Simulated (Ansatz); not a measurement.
# Where Ti_Mg puts its levels in the gap of MgO (Fm-3m)

Aim: at which Fermi levels does Ti_Mg in MgO (Fm-3m) change its charge? The model is a cell of 54 host atoms with 1 Mg taken out and 1 Ti put in.

Program: Ansatz 0.2.0. Level of theory: place-levels on r2SCAN runs: charge-transition levels and formation energies with image-charge correction and potential alignment at the atomic sites; PAW set soft_1. Results are calculated unless marked as measured.

The experiments to compare with:

For MgO, rocksalt (bulk crystal), “Electronic structure of alkaline earth and post-transition metal oxides” (2009, arxiv:0908.1581) quotes earlier work: band gap (literature experimental gap) 7.83 eV [Literature value based on experiment; other listed experimental values range from 7.7 to …].

### 1. Set-up

The cell holds 54 atoms: 26 Mg, 27 O and 1 Ti. Its edges and angles: a = 8.925 Å, b = 8.925 Å, c = 8.925 Å, α = 60.0°, β = 60.0°, γ = 60.0°. It derives from MgO (space group Fm-3m). Nearest the centre at fractional (0.667, 0.667, 0.333): Ti51 at 0.00 Å, O28 at 2.10 Å, O44 at 2.10 Å, O32 at 2.10 Å, O34 at 2.10 Å, O46 at 2.10 Å, O50 at 2.10 Å, Mg9 at 2.98 Å.

Known beforehand: the electronic dielectric constant, 3.24, and the static one, 10.37, from a response run on this crystal (DFPT, PBEsol) at that run's own cell.

The cell's shortest repeat is 8.9 Å.

### 2. The runs of each charge state

Levels follow from differences of total energies between charge states, each relaxed by itself.

Each atom starts 0.05 Å or so off its site in a random direction: a symmetric start keeps its symmetry, and would miss off-centre moves and Jahn–Teller distortions. Forces are taken at one point at (¼, ¼, ¼). The cell holds 1 electron more than the neutral one, with a uniform background that keeps it neutral on the whole. The electron count is odd, so at least one spin is unpaired; this run locks the moment at 1 μB.

The sampling was tested on the host first: at the k-points planned (1x1x1 shifted 0.25 0.25 0.25) its energy lies 0.020 eV an atom from the dense-mesh value, under the bound of 0.02 eV set for this test; that bounds the host's error, not the defect's.

One of the inputs; charge, spin and start change from state to state.

qm1_M1.relax/input.yaml reads:

```yaml
crystal:
  lattice:
    - [0.0, 6.31124291, 6.31124291]
    - [6.31124291, 0.0, 6.31124291]
    - [6.31124291, 6.31124291, 0.0]
  atoms:
    - { symbol: Mg, position: [0.0, 0.0, 0.0] }
    - { symbol: O, position: [0.16666667, 0.16666667, 0.16666667] }
[... 6 atom lines left out ...]
    - { symbol: Mg, position: [0.0, 0.33333333, 0.33333333] }
[... 3 atom lines left out ...]
    - { symbol: Mg, position: [0.0, 0.66666667, 0.0] }
[... 1 atom line left out ...]
    - { symbol: Mg, position: [0.0, 0.66666667, 0.33333333] }
[... 5 atom lines left out ...]
    - { symbol: Mg, position: [0.33333333, 0.0, 0.33333333] }
[... 6 atom lines left out ...]
    - { symbol: O, position: [0.5, 0.5, 0.5] }
[... 1 atom line left out ...]
    - { symbol: O, position: [0.5, 0.5, 0.83333333] }
[... 1 atom line left out ...]
    - { symbol: O, position: [0.5, 0.83333333, 0.16666667] }
    - { symbol: Mg, position: [0.33333333, 0.66666667, 0.33333333] }
    - { symbol: O, position: [0.5, 0.83333333, 0.5] }
    - { symbol: Mg, position: [0.33333333, 0.66666667, 0.66666667] }
[... 1 atom line left out ...]
    - { symbol: Mg, position: [0.66666667, 0.0, 0.0] }
[... 1 atom line left out ...]
    - { symbol: Mg, position: [0.66666667, 0.0, 0.33333333] }
[... 4 atom lines left out ...]
    - { symbol: O, position: [0.83333333, 0.5, 0.16666667] }
    - { symbol: Mg, position: [0.66666667, 0.33333333, 0.33333333] }
    - { symbol: O, position: [0.83333333, 0.5, 0.5] }
    - { symbol: Mg, position: [0.66666667, 0.33333333, 0.66666667] }
[... 1 atom line left out ...]
    - { symbol: Mg, position: [0.66666667, 0.66666667, 0.0] }
    - { symbol: O, position: [0.83333333, 0.83333333, 0.16666667] }
    - { symbol: Ti, position: [0.66666667, 0.66666667, 0.33333333], spin: 1.0 }
[... 1 atom line left out ...]
    - { symbol: Mg, position: [0.66666667, 0.66666667, 0.66666667] }
    - { symbol: O, position: [0.83333333, 0.83333333, 0.83333333] }
  host:
    repeats: [3, 3, 3]
    atoms:
      - { symbol: Mg, position: [0.0, 0.0, 0.0] }
      - { symbol: O, position: [0.5, 0.5, 0.5] }
total_charge: -1
basis:
  ecutwfc: 500
  xc_grid: 2
hamiltonian:
  xc: r2scan
  pseudopotentials: { kind: paw, azcp: { folder: soft_1 } }
kpoints:
  mp_grid: { grid: [1, 1, 1], shift: [0.25, 0.25, 0.25] }
magnetization:
  spin_polarized: true
  initial_magnetization: 1
  spin_locking: { lock_magnetization: hard }
scf:
  occupations: { method: fixed }
  max_iter: 80
output:
  forces: true
  charged_corrections:
    epsilon: 3.24
    static_epsilon: 10.37
    defect_position: [0.666667, 0.666667, 0.333333]
relax:
  f_tol: 0.02
  max_steps: 80
  random_displacement: { amplitude: 0.05, seed: 244 }
checkpoint:
  write: "../qm1_M1.relax.run"
  compress: false
  write_wavefunctions: true
  write_every: 100000
```

Command:

```bash
ansatz run input.yaml --threads 4 --pin off --max-ram 15073MiB --backend cpu --events-out ev --progress --plain --runs-dir out
```

Relaxations under r2SCAN at one point at (¼, ¼, ¼); times on 4 threads of Intel Xeon Platinum 8259CL at 2.50GHz (Skylake/Cascade Lake), shared host:

```csv
charge,moment (μB),occupations,outcome,steps,largest displacement against the far atoms (Å),time
−1,1,fixed,converged,7,0.06,5.7 min
−1,3,fixed,converged,8,0.12,4.7 min
0,0,fixed,not converged,-,-,70 s
0,0,fermi-dirac,converged,16,0.10,5.8 min
0,2,fixed,converged,6,0.05,5.2 min
+1,1,fixed,converged,10,0.09,7.1 min
+2,0,fixed,converged,6,0.12,90 s
```

Single points under r2SCAN at a 2×2×2 shifted mesh; times on 4 threads of Intel Xeon Platinum 8259CL at 2.50GHz (Skylake/Cascade Lake), shared host:

```
charge  moment (μB)  occupations    outcome     time
    −1            1  fermi-dirac    timeout   44 min
    −1            3  fermi-dirac  converged  2.9 min
     0            0  fermi-dirac  converged     87 s
     0            2  fermi-dirac  converged  2.6 min
    +1            1  fermi-dirac  converged  3.2 min
    +2            0  fermi-dirac  converged     71 s
```

Distances (Å) from Ti51 to the nearest atoms after relaxation with r2SCAN:

```csv
charge,moment (μB),1.,2.,3.,4.,5.,6.
−1,1,O 2.15,O 2.15,O 2.16,O 2.16,O 2.16,O 2.16
−1,3,O 2.22,O 2.22,O 2.23,O 2.23,O 2.23,O 2.23
0,0,O 2.05,O 2.05,O 2.20,O 2.20,O 2.20,O 2.20
0,2,O 2.16,O 2.16,O 2.16,O 2.16,O 2.16,O 2.16
+1,1,O 2.02,O 2.02,O 2.10,O 2.10,O 2.10,O 2.10
+2,0,O 1.99,O 1.99,O 1.99,O 1.99,O 1.99,O 1.99
```

### 3. Levels against the band edges, r2SCAN

A charged cell interacts with its images and the background, and its potential has another zero than the host's. place-levels removes the first by a point-charge model, screened by the static dielectric constant since the ions have relaxed around the charge, and the second by comparing potentials at atoms far from the defect.

The host is a run of the defect-free crystal in the same cutoffs, grids and k-points, so that basis and sampling errors cancel in part in the differences. The host is run in a cell of 2 atoms on a matching mesh. Its band edges are searched through the zone by a band path, so the gap is smaller than, or equal to, that on the mesh. Chemical potentials are energies per atom of Mg (hcp) and Ti (hcp), run with the same functional and cutoff.

levels.point.yaml reads:

```yaml
host:
  run: host.point.run
states: [qm1_M3.point.run, q0.point.run, q0_M2.point.run, qp1_M1.point.run, qp2.point.run]
geometry_from:
  qm1_M3.point.run: qm1_M3.relax.run
  q0.point.run: q0.relax_smeared.run
  q0_M2.point.run: q0_M2.relax.run
  qp1_M1.point.run: qp1_M1.relax.run
  qp2.point.run: qp2.relax.run
chemical_potentials:
  Mg:
    energy: -1926.407918
    dataset: "<sha256 of the dataset>"
  Ti:
    energy: -2504.373567
    dataset: <sha256 of the dataset>
epsilon: 3.24
static_epsilon: 10.37
vertical:
  - { from: qm1_M3.point.run, to: qm1_M3.point_neutral.run }
  - { from: qp1_M1.point.run, to: qp1_M1.point_neutral.run }
  - { from: qp2.point.run, to: qp2.point_neutral.run }
```

Command:

```bash
ansatz place-levels levels.point.yaml -- --threads 4 --pin off --max-ram 15073MiB
```

Numbers of over 12 decimals in the logs are rounded to 6 here.

Log:

```text
[... repeated set-up lines and file paths are left out, and long positions are rounded to six places ...]
(+2/+1) 2.524 eV above the valence edge, 3.153 eV under the conduction edge
(+1/0) 4.219 eV above the valence edge, 1.459 eV under the conduction edge
(0/-1) 5.678 eV above the valence edge (+6.044 eV without the band-filling correction), 0.000 eV under the conduction edge
formation energy of charge +2: -4.881 eV with the Fermi level at the valence edge
formation energy of charge +1: -2.356 eV with the Fermi level at the valence edge
formation energy of charge 0: +1.862 eV with the Fermi level at the valence edge
formation energy of charge -1: +7.540 eV with the Fermi level at the valence edge
vertical -1 to 0: no energy, since no alignment is typed
  the change from vertical[0].from (qm1_M3.point.run) to vertical[0].to (qm1_M3.point_neutral.run): by its potential at epsilon 3.24 it stands at 0.668 0.667 0.333, with an rms radius of about 1.3 Å (0.7 0.8 0.7 Å across the planes of the cell's vectors); [...]
vertical +1 to 0: no energy, since no alignment is typed
  the change from vertical[1].from (qp1_M1.point.run) to vertical[1].to (qp1_M1.point_neutral.run): by its spins about the atoms it stands at 0.667 0.666 0.333, with an rms radius of about 1.6 Å (0.9 0.9 0.9 Å across the planes of the cell's vectors); [...]
vertical +2 to 0: no energy, since no alignment is typed
  the change from vertical[2].from (qp2.point.run) to vertical[2].to (qp2.point_neutral.run): by its potential at epsilon 3.24 it stands at 0.667 0.666 0.333, with an rms radius of about 2.4 Å (1.4 1.4 1.4 Å across the planes of the cell's vectors); [...]
  edges by r2scan, gap 5.678 eV; the host is sampled to repeats of 17.85 Å
  the defect's cells are sampled to repeats of 17.85 Å, like sampling
  charge +2: -68052.9249 eV with its correction of +1.418 eV, at epsilon 10.37, aligned at sites: +0.2047 eV, mean over 21 atomic sites at or beyond 4.46 Å from the defect at [0.6667, 0.6667, 0.3333], with +0.000000 for the charge's moments and without [...]
  charge +1: -68042.7160 eV with its correction of +0.459 eV, at epsilon 10.37, aligned at sites: +0.2067 eV, mean over 21 atomic sites at or beyond 4.46 Å from the defect at [0.6667, 0.6667, 0.3333], with -0.000000 for the charge's moments and without [...]
  charge 0: +0.000 eV for its dipole among its images, +0.000 omitted
  charge -1: -68017.0847 eV with its correction of +0.063 eV, at epsilon 10.37, aligned at sites: +0.1890 eV, mean over 21 atomic sites at or beyond 4.46 Å from the defect at [0.6667, 0.6667, 0.3333], with -0.000000 for the charge's moments and without [...]
  charge 0: states[1] (q0.point.run) stands 1.391 eV higher, with a moment of 0.00 μB against 2.00
  states[1] (q0.point.run): levels filled in part (TS 0.004 eV): its energy is of no whole electron's
  of states[4] (qp2.point.run): it parts from the run at its places by a charge that spreads by about 1.4 Å along one vector (1.3 Å or more is wide), by its potential at epsilon 3.24, taken for that of held ions (one typed too small widens it), where the cell [...]
  of states[3] (qp1_M1.point.run): its alignment with the host at atomic sites is doubtful: the cell is too small to show whether the defect's potential has decayed: take a larger one; stability_check_not_made
  of states[2] (q0_M2.point.run): its alignment with the host at atomic sites is doubtful: the cell is too small to show whether the defect's potential has decayed: take a larger one; stability_check_not_made
  of states[0] (qm1_M3.point.run): a band-filling correction moves a carrier to the host's band edge, which changes its energy by -0.366 eV; [...]
  of states[1] (q0.point.run): its alignment with the host at atomic sites is doubtful: the cell is too small to show whether the defect's potential has decayed: take a larger one
  of vertical[0].from (qm1_M3.point.run): stability_check_not_made
  vertical[0].to (qm1_M3.point_neutral.run): levels filled in part (TS 0.017 eV): its energy is of no whole electron's
  of vertical[1].from (qp1_M1.point.run): stability_check_not_made
  vertical[1].to (qp1_M1.point_neutral.run): levels filled in part (TS 0.016 eV): its energy is of no whole electron's
  of vertical[2].from (qp2.point.run): it parts from the run at its places by a charge that spreads by about 1.4 Å along one vector (1.3 Å or more is wide), by its potential at epsilon 3.24, taken for that of held ions (one typed too small widens it), where [...]
  vertical[2].to (qp2.point_neutral.run): levels filled in part (TS 0.020 eV): its energy is of no whole electron's
```

It took 1.5 s on 4 threads of Intel Xeon Platinum 8259CL at 2.50GHz (Skylake/Cascade Lake), shared host.

Levels between the charges placed, in eV above the valence top:

```
        gap (eV)  (+2/+1)  (+1/0)  (0/−1)
r2SCAN      5.68     2.52    4.22    5.68
```

Corrections by state:

| charge | moment (μB) | image terms and alignment (eV) | band filling (eV) | ε used | over the lowest of its charge, as the program ranks them, band filling apart (eV) |
| --- | --- | --- | --- | --- | --- |
| +2 | 0.0 | 1.418 | - | 10.37 | 0.000 |
| +1 | 1.0 | 0.459 | - | 10.37 | 0.000 |
| 0 | 2.0 | 0.000 | - | - | 0.000 |
| −1 | 3.0 | 0.063 | -0.366 | 10.37 | 0.000 |
| 0 | 0.0 | 0.000 | - | - | 1.391 |

The charged structures listed were also run neutral, and place-levels reads from each pair, by the potential or the spins, how wide the charge is by which they differ; that can be the carrier of either run.

| charge | rms radius (Å) | spread where it is widest against the cell (Å) | wide from (Å) | reading |
| --- | --- | --- | --- | --- |
| +2 | 2.4 | 1.36 | 1.26 | wide |
| +1 | 1.6 | 0.91 | 1.26 | narrow |
| −1 | 1.3 | 0.83 | 1.26 | narrow |

The neutral runs of these pairs need not share the spin of the lowest neutral state, and very wide values only mean spread over the cell.

From the program's caveats on the states, each cut to its opening words:

- charge +2: it parts from the run at its places by a charge that spreads by about 1.4 Å along one vector (1.3 Å or more is wide), by its potential at epsilon 3.24, taken [...]
- charge +2, +1 (1 μB), 0 (2 μB), −1 (3 μB), 0: its alignment with the host at atomic sites is doubtful: the cell is too small to show whether the defect's potential has decayed: take a larger one
- charge +1 (1 μB), 0 (2 μB), −1 (3 μB): flagged: stability check not made
- charge −1 (3 μB): a band-filling correction moves a carrier to the host's band edge, which changes its energy by -0.366 eV

The host's formation energy from the elements is -2.963 eV per atom; it sets how far the chemical potentials can move.

Limit set by the element alone; other compounds of these elements are not counted. Chemical potentials from the elements' reference states: Mg 0.00 eV, O -5.93 eV, Ti 0.00 eV. Formation energy by charge state (Mg-rich; gap 5.68 eV):

| charge | at valence top (eV) | at conduction bottom (eV) | correction included (eV) |
| --- | --- | --- | --- |
| +2 | -4.88 | 6.47 | 1.42 |
| +1 | -2.36 | 3.32 | 0.46 |
| 0 | 1.86 | 1.86 | 0.00 |
| −1 | 7.54 | 1.86 | -0.30 |

(Fermi level (eV), lowest formation energy (eV)): (0.00, -4.88), (0.52, -3.85), (1.03, -2.82), (1.55, -1.79), (2.06, -0.75), (2.58, 0.22), (3.10, 0.74), (3.61, 1.26), (4.13, 1.77), (4.65, 1.86), (5.16, 1.86), (5.68, 1.86)

Limit set by the element alone; other compounds of these elements are not counted. Chemical potentials from the elements' reference states: O 0.00 eV, Mg -5.93 eV, Ti 0.00 eV. Formation energy by charge state (O-rich; gap 5.68 eV):

```
charge  at valence top (eV)  at conduction bottom (eV)  correction included (eV)
    +2               -10.81                       0.55                      1.42
    +1                -8.28                      -2.60                      0.46
     0                -4.06                      -4.06                      0.00
    −1                 1.62                      -4.06                     -0.30
```

(Fermi level (eV), lowest formation energy (eV)): (0.00, -10.81), (0.52, -9.77), (1.03, -8.74), (1.55, -7.71), (2.06, -6.68), (2.58, -5.70), (3.10, -5.18), (3.61, -4.67), (4.13, -4.15), (4.65, -4.06), (5.16, -4.06), (5.68, -4.06)

### 4. Outcome

| Property | Result |
| --- | --- |
| gap of the host | 5.68 eV (r2SCAN) |
| level (plus 2/plus 1) | 2.52 eV above the valence top |
| level (plus 1/0) | 4.22 eV above the valence top |
| level (0/minus 1) | 5.68 eV above the valence top, at the conduction bottom (6.04 eV above the valence top without the band-filling term) |
| lowest of the charges placed, just above the valence top (0.02 eV) | +2 |
| lowest of the charges placed, just below the conduction bottom (0.02 eV) | 0 |
| lowest formation energy at mid-gap of the charges run, Mg-rich | 0.48 eV |
| lowest formation energy at mid-gap of the charges run, O-rich | -5.44 eV |

In words: Of the charges placed (−1, 0, +1 and +2), the lowest changes at 2.52 eV (+2/+1) and 4.22 eV (+1/0) above the valence top, in a gap of 5.68 eV. Charges above +2 were not placed, so these runs say nothing of levels that involve them. States placed: +2 at 0 μB; +1 at 1 μB; 0 at 2 μB and 0 μB; −1 at 3 μB. Other spin states or structures, where not listed, weren't placed. The program finds carriers beyond a band edge of the host and adds a band-filling term at charge −1 (-0.37 eV); steps to such a charge show no bound level, and a defect level inside a band would be read the same way. Ti is taken at its element; compounds, which aren't counted here, bound the chemical potentials and would shift these formation energies. The lowest formation energy (O-rich) is negative across the gap, so the defect would form by itself: these chemical potentials lie beyond what competing compounds allow, or the host is unstable against it. The program doubts the alignment of potentials for at least one state, a sign that the cell is small. Keep in mind: the images are only 8.9 Å apart; r2SCAN makes the gap too small and tends to spread out bound carriers; where a gas molecule sets a chemical potential or the host's formation energy, its binding is uncorrected; force components of up to 0.12 eV/Å remain in a run at the final settings.

Computed beside measured:

| quantity | measured | r2SCAN |
| --- | --- | --- |
| band gap (least gap of the host) (eV) | 7.83 | 5.68 (-2.15 eV) |

Measured values from arxiv:0908.1581 (2009).

**Verdict.** The band gap is off by -2.15 eV: a clear miss. Local and semilocal functionals usually give gaps below the measured ones. Zero-point and thermal motion shift the measured gap.

[Logs are printed without paths, hosts, clocks, repeated set-up lines and the standing remarks that a program may print on its own settings, such as how far it seeks lower states.]

[Hosts, paths, dates, database ids (printed as entryN), source tags and the programs' standing remarks are cut or masked in the printed files.]

[Where a table of states has a column of steps, it counts the stored structures, which are thinned; the runs took as many ionic steps or more.]

[A defect's name tells the site on which it was built; relaxed atoms can leave that site.]

[For some hosts the program warned that the k-mesh of the response run may be too coarse for force constants and the static dielectric constant; such warnings are not shown here.]
